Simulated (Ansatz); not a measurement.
# SrBe3 (built on the sites of a database entry of Ca3Pb): from the cell to its phonons, part 2 of 2

Aim: the phonons of SrBe3 (built on the sites of a database entry of Ca3Pb) at a cell relaxed beforehand at this level. After the zone centre comes a 2×2×2 q mesh on a 10×10×10 k mesh.

Ansatz 0.2.0; DFT PBEsol, scalar-relativistic, plane waves, norm-conserving pseudopotentials.

So far. Step 2 (Modes at Γ): Before it was imposed, the acoustic sum rule was missed by 2.7e-5 eV/Å². Small misses are needed for a sound result but don't prove that mesh and cutoff are converged. The lowest optical mode is imaginary, 311.4i cm⁻¹, so the energy falls along it.

The structure was built from a prototype and need not be the compound's stable phase.

### 3. Phonons on a q mesh (continued)

Tetrahedra on a 16×16×16 mesh, mean over bins of 10 cm-1. Interpolated from a 2×2×2 q mesh, rough between the solved points. Phonon density of states against wavenumber; read off at these points:

```csv
wavenumber (cm⁻¹),phonon density of states (1/cm⁻¹/cell)
-365,0.0116
-355,0.0288
-325,0.0343
-315,0.0449
-295,0.0253
-255,0.0107
-225,0.00352
-185,0.00219
-145,0.00975
-115,0.00997
-75,0.00956
-35,0.00539
-5,0.0049
35,0.0130
65,0.0098
105,0.0119
145,0.00806
175,0.0112
215,0.00727
245,0.0933
255,0.0399
285,0.0476
295,0.0476
325,0.0350
355,0.0166
395,1.1e-4
```

The partial phonon density of states has structure finer than the step of the table below, so its rows give means over 25 cm⁻¹, whole bins alone (the curve runs from -373 to 411 cm⁻¹). Peaks (cm⁻¹: height): Be -358.1: 0.0258, -318.7: 0.0427, -87.1: 0.00672, 247.9: 0.0446, 287.4: 0.0420; Sr -87.1: 0.00708, 41.0: 0.0115, 129.7: 0.0109, 243.0: 0.0280.

Phonopy on the run's constants, 13x13x13 mesh, Gaussian sigma 5.6 cm-1. Interpolated from a 2×2×2 q mesh, rough between the solved points. Partial phonon density of states against wavenumber; means over each step; values in 1/cm⁻¹/cell:

```csv
wavenumber (cm⁻¹),Be,Sr
-350,0.0217,3.5e-6
-325,0.0316,7.6e-5
-300,0.0268,1.6e-4
-275,0.0208,1.0e-4
-250,0.00923,3.7e-5
-225,0.00357,1.8e-5
-200,0.00181,1.3e-4
-175,0.00418,0.00271
-150,0.00556,0.00417
-125,0.00563,0.00478
-100,0.00511,0.00492
-75,0.00494,0.00541
-50,0.00255,0.00419
-25,0.00180,0.00257
0,4.4e-4,8.3e-4
25,0.00264,0.00641
50,0.00392,0.00854
75,0.00272,0.00763
100,0.00398,0.00948
125,0.00274,0.0102
150,0.00405,0.00575
175,0.00598,0.00390
200,0.00458,0.00336
225,0.0113,0.00615
250,0.0374,0.0180
275,0.0334,0.00416
300,0.0387,0.00333
325,0.0277,0.00254
350,0.0176,4.0e-4
375,0.0123,5.7e-5
```

Symmetry leaves 4 wavevectors to solve. The lowest mode among them, the acoustic zeros apart, lies at q = (0, -0.5, -0.5) and is imaginary, 360.1i cm⁻¹, so the energy falls along it. Between them the interpolated path dips to 364i cm⁻¹.

### 4. Another isotope

An isotope changes the mass and not the force constants, so no new electronic calculation is needed; the shifts show which modes move this element.

The same force constants with the mass of Sr changed from 87.620 to 85.909 u (phonopy, no LO-TO term). Both lists are sorted by frequency; levels can cross, so a row need not hold one and the same mode. Modes under 3 cm⁻¹ are left out. Isotope shifts, by row, the first 40 of 45 rows:

```
             q  rank  natural mass (cm⁻¹)  changed mass (cm⁻¹)
         0 0 0     1               -311.4               -311.4
         0 0 0     2               -311.4               -311.4
         0 0 0     3               -311.4               -311.4
         0 0 0     7                301.9                301.9
         0 0 0     8                301.9                301.9
         0 0 0     9                301.9                301.9
         0 0 0    10                327.5                328.2
         0 0 0    11                327.5                328.2
         0 0 0    12                327.5                328.2
      0 0 -0.5     1               -320.7               -320.7
      0 0 -0.5     2               -320.7               -320.7
      0 0 -0.5     3               -292.7               -292.7
      0 0 -0.5     4                74.96                75.55
      0 0 -0.5     5                74.96                75.55
      0 0 -0.5     6                161.1                162.7
      0 0 -0.5     7                239.1                239.1
      0 0 -0.5     8                  247                  247
      0 0 -0.5     9                277.6                278.2
      0 0 -0.5    10                277.6                278.2
      0 0 -0.5    11                283.7                283.7
      0 0 -0.5    12                283.7                283.7
   0 -0.5 -0.5     1               -360.1               -360.1
   0 -0.5 -0.5     2               -329.6               -329.6
   0 -0.5 -0.5     3               -259.5               -259.5
   0 -0.5 -0.5     4               -68.42               -68.85
   0 -0.5 -0.5     5               -68.42               -68.85
   0 -0.5 -0.5     6               -59.25               -59.25
   0 -0.5 -0.5     7                146.6                148.1
   0 -0.5 -0.5     8                221.2                221.2
   0 -0.5 -0.5     9                221.2                221.2
   0 -0.5 -0.5    10                268.9                269.8
   0 -0.5 -0.5    11                268.9                269.8
   0 -0.5 -0.5    12                  382                  382
-0.5 -0.5 -0.5     1               -357.2               -357.2
-0.5 -0.5 -0.5     2               -184.5               -185.3
-0.5 -0.5 -0.5     3               -184.5               -185.3
-0.5 -0.5 -0.5     4               -184.5               -185.3
-0.5 -0.5 -0.5     5               -177.1               -177.1
-0.5 -0.5 -0.5     6               -177.1               -177.1
-0.5 -0.5 -0.5     7                255.6                257.1
```

A mode of this element alone would shift by +0.99 %. The highest zone-centre frequency without the field goes from 327.5 to 328.2 cm⁻¹ (+0.2 %).

### 5. Summary of results

```
space group (within 0.01 Å)                             : Pm-3m
volume per atom                                         : 18.4 Å³
electronic character                                    : no gap on this mesh
highest optical mode at the zone centre (no LO-TO term) : 328 cm⁻¹
lowest optical zone-centre mode                         : -311 cm⁻¹
lowest mode on the q mesh (acoustic modes at Γ apart)   : -360 cm⁻¹
highest frequency on the path or at a solved wavevector : 392 cm⁻¹
imaginary modes on the 2×2×2 q mesh                     : yes
```

What this shows: Modes are clearly imaginary (beyond 10i cm⁻¹) at 4 of the 4 irreducible wavevectors, most at q = (0, -0.5, -0.5) (360.1i cm⁻¹), so this structure is not a minimum of the energy. The optical modes at Γ span -311 to 328 cm⁻¹ (negative means imaginary). The highest mode in this list at Γ, 327.5 cm⁻¹, is mostly motion of Be (78 % of the kinetic energy). The q mesh stands for a supercell only 8.4 Å across, so branches between the solved wavevectors are rough. With no gap, or one that is small against the smearing, the frequencies hang on the k mesh and the smearing, most of all near Kohn anomalies. A phonon run warned that its eigensolver left some bands unconverged in a pass. The starting cell was built on a prototype and not taken from a measurement, so the phase need not exist. These are harmonic frequencies at zero temperature: anharmonic shifts, linewidths and thermal expansion are left out.

[Logs are printed without paths, hosts, clocks, repeated set-up lines and the standing remarks that a program may print on its own settings, such as how far it seeks lower states.]

[Hosts, paths, dates, database ids (printed as entryN), source tags and the programs' standing remarks are cut or masked in the printed files.]
